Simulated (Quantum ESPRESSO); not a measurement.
# MgO (Periclase): the LO frequency by hand

Wanted: the LO mode of MgO (Periclase) from the TO mode and the field response.

Program: Quantum ESPRESSO 7.5. Level of theory: DFT LDA, scalar-relativistic, plane waves, PseudoDojo norm-conserving pseudopotentials. Results are calculated unless marked as measured.

The database entry behind the starting cell differs from later determinations by our own check (about 0.1 % long), so it need not match the best structure at ambient conditions.

### Step 1. Set-up

It takes space group Fm-3m (No. 225, cubic). Conventional cell: a = 4.160 Å, b = 4.160 Å, c = 4.160 Å, α = 90.00°, β = 90.00°, γ = 90.00°. Nearest to Mg lie 6 O at 2.08 Å. Nearest to O lie 6 Mg at 2.08 Å. Farther neighbours and most contacts between anions are not listed.

Structure file:

```xyz
2
Lattice="0.0000 2.0802 2.0802 2.0802 0.0000 2.0802 2.0802 2.0802 0.0000" Properties=species:S:1:pos:R:3 pbc="T T T"
Mg    0.0000    0.0000    0.0000
O     2.0802    2.0802    2.0802
```

This is the cell after its relaxation at this level of theory, not the database cell from which that began.

### Step 2. What the response run gave

A linear-response run on the relaxed cell, with the response to an electric field; only its zone-centre results are used. Cutoff 84 Ry, k mesh 8×8×8.

The log of the run:

```text
[banners, grids, parts of the stress and lines that vanish by symmetry left out]
Program PHONON v.7.5
     Reading xml data from directory:

[...]
Exchange-correlation= PW
                           (   1   4   0   0   0   0   0)
[...]
kinetic-energy cut-off    =      84.0000  Ry
     charge density cut-off    =     336.0000  Ry
     convergence threshold     =      1.0E-18
[...]
Exchange-correlation= PW
                           (   1   4   0   0   0   0   0)
[...]
q = (   0.0000000   0.0000000   0.0000000 )
     49 Sym.Ops. (with q -> -q+G )
     G cutoff =  263.0275  (  12627 G-vectors)     FFT grid: ( 36, 36, 36)
     number of k points=    29
[...]
Mode symmetry, O_h (m-3m)  point group:
[...]
Dielectric constant
[...]
End of electric fields calculation
          Dielectric constant in cartesian axis
          (       3.171220382      -0.000000000      -0.000000000 )
          (      -0.000000000       3.171220382      -0.000000000 )
          (      -0.000000000      -0.000000000       3.171220382 )
          Effective charges (d Force / dE) in cartesian axis without acoustic sum rule applied (asr)
           atom    1  Mg    Mean Z*:        1.97200
      Ex  (        1.97200       -0.00000       -0.00000 )
      Ey  (       -0.00000        1.97200       -0.00000 )
      Ez  (       -0.00000       -0.00000        1.97200 )
           atom    2  O     Mean Z*:       -1.97159
      Ex  (       -1.97159       -0.00000       -0.00000 )
      Ey  (       -0.00000       -1.97159       -0.00000 )
      Ez  (       -0.00000       -0.00000       -1.97159 )
          Effective charges Sum: Mean:        0.00041
[...]
Effective charges (d Force / dE) in cartesian axis with asr applied:
           atom    1  Mg    Mean Z*:        1.97179
[...]
atom    2  O     Mean Z*:       -1.97179
[...]
Representation #   1 modes #   1   2   3
[...]
End of self-consistent calculation
     Convergence has been achieved
     Representation #   2 modes #   4   5   6
[...]
End of self-consistent calculation
     Convergence has been achieved
[...]
Dielectric constant in cartesian axis
          (       3.171220382      -0.000000000      -0.000000000 )
          (      -0.000000000       3.171220382      -0.000000000 )
          (      -0.000000000      -0.000000000       3.171220382 )
          Effective charges (d Force / dE) in cartesian axis without acoustic sum rule applied (asr)
           atom    1  Mg    Mean Z*:        1.97200
      Ex  (        1.97200       -0.00000       -0.00000 )
      Ey  (       -0.00000        1.97200       -0.00000 )
      Ez  (       -0.00000       -0.00000        1.97200 )
           atom    2  O     Mean Z*:       -1.97159
      Ex  (       -1.97159       -0.00000       -0.00000 )
      Ey  (       -0.00000       -1.97159       -0.00000 )
      Ez  (       -0.00000       -0.00000       -1.97159 )
          Effective charges Sum: Mean:        0.00041
[...]
Effective charges (d Force / dE) in cartesian axis with asr applied:
           atom    1  Mg    Mean Z*:        1.97179
[...]
atom    2  O     Mean Z*:       -1.97179
[...]
q = (    0.000000000   0.000000000   0.000000000 )
[...]
freq (    1) =       0.099901 [THz] =       3.332325 [cm-1]
     freq (    2) =       0.099901 [THz] =       3.332325 [cm-1]
     freq (    3) =       0.099901 [THz] =       3.332325 [cm-1]
     freq (    4) =      12.266394 [THz] =     409.162860 [cm-1]
     freq (    5) =      12.266394 [THz] =     409.162860 [cm-1]
     freq (    6) =      12.266394 [THz] =     409.162860 [cm-1]
[...]
Mode symmetry, O_h (m-3m)  point group:
     freq (   1-   3) =          3.3  [cm-1]   --> T_1u G_15  G_4- I
     freq (   4-   6) =        409.2  [cm-1]   --> T_1u G_15  G_4- I

   JOB DONE.
```

```tsv
quantity	value
cell volume Ω (Å³)	18.002
mass of Mg (u)	24.305
mass of O (u)	15.999
Born charge of Mg, raw (e)	1.972
Born charge of O, raw (e)	-1.972
ε∞	3.171
ω(TO) after the sum rule (cm⁻¹)	409.2
```

### Step 3. The calculation

The charges must sum to zero over the cell; taking off their mean, 0.000 e, leaves Z* = 1.972 e on Mg. In the polar mode Mg moves against O, so the reduced mass is μ = 24.30 × 16.00 / 40.30 = 9.648 u.

A longitudinal wave builds up a field that adds to the restoring force: ω(LO)² = ω(TO)² + 4π Z*² / (μ Ω ε∞), in Hartree atomic units. With μ = 17587 electron masses and Ω = 121.48 bohr³ the second term is 7.2110e-06 Ha², or 347346 cm⁻² (1 Ha = 219474.6 cm⁻¹).

So ω(LO) = √(167412 + 347346) = 717.5 cm⁻¹, and by the Lyddane-Sachs-Teller relation ε₀ = ε∞ (ω(LO)/ω(TO))² = 9.75.

### Step 4. Check against the program

The analysis program adds the same non-analytic term to the full matrix, here for q along (1 0 0).

The log of the run:

```text
[banner, memory and clock lines left out]
Program DYNMAT v.7.5

     Reading Dynamical Matrix from file g.dyn
     ...Force constants read
     ...epsilon and Z* read

     Polarizability (A^3 units)
     multiply by 0.580134 for Clausius-Mossotti correction
         3.110391   -0.000000   -0.000000
        -0.000000    3.110391   -0.000000
        -0.000000   -0.000000    3.110391

     IR activities are in (D/A)^2/amu units

# mode   [cm-1]    [THz]      IR
    1     -0.00   -0.0000    0.0000
    2     -0.00   -0.0000    0.0000
    3      0.00    0.0000    0.0000
    4    409.16   12.2662    9.2972
    5    409.16   12.2662    9.2972
    6    717.46   21.5090    9.2972
```

ε₀ comes from the program's run without a direction of q.

```tsv
quantity	by hand	program
ω(LO) (cm⁻¹)	717.5	717.5
ε₀	9.75	9.75
```

### Step 5. Summary of results

```
TO mode                    : 409.2 cm⁻¹
LO mode                    : 717.5 cm⁻¹
static dielectric constant : 9.751
```

What this shows: The LO mode of MgO (Periclase) lies at 717 cm⁻¹, 308 cm⁻¹ above the TO mode; the formula meets the program within 0.1 cm⁻¹, as it must for a cubic crystal with one polar mode. ω(LO)² − ω(TO)² goes with Z*²/ε∞: an error of 5 % in ε∞ would move the LO mode by 11.6 cm⁻¹, and semilocal functionals tend to overestimate ε∞. These are harmonic values at zero temperature, at the volume of this functional, for the structure held cubic; stability elsewhere in the zone is no part of this calculation.

[Host names and launcher messages were left out of these logs when they were recorded.]

[Logs are printed without paths, hosts, clocks, repeated set-up lines and the standing remarks that a program may print on its own settings, such as how far it seeks lower states.]

[Hosts, paths, dates, database ids (printed as entryN), source tags and the programs' standing remarks are cut or masked in the printed files.]
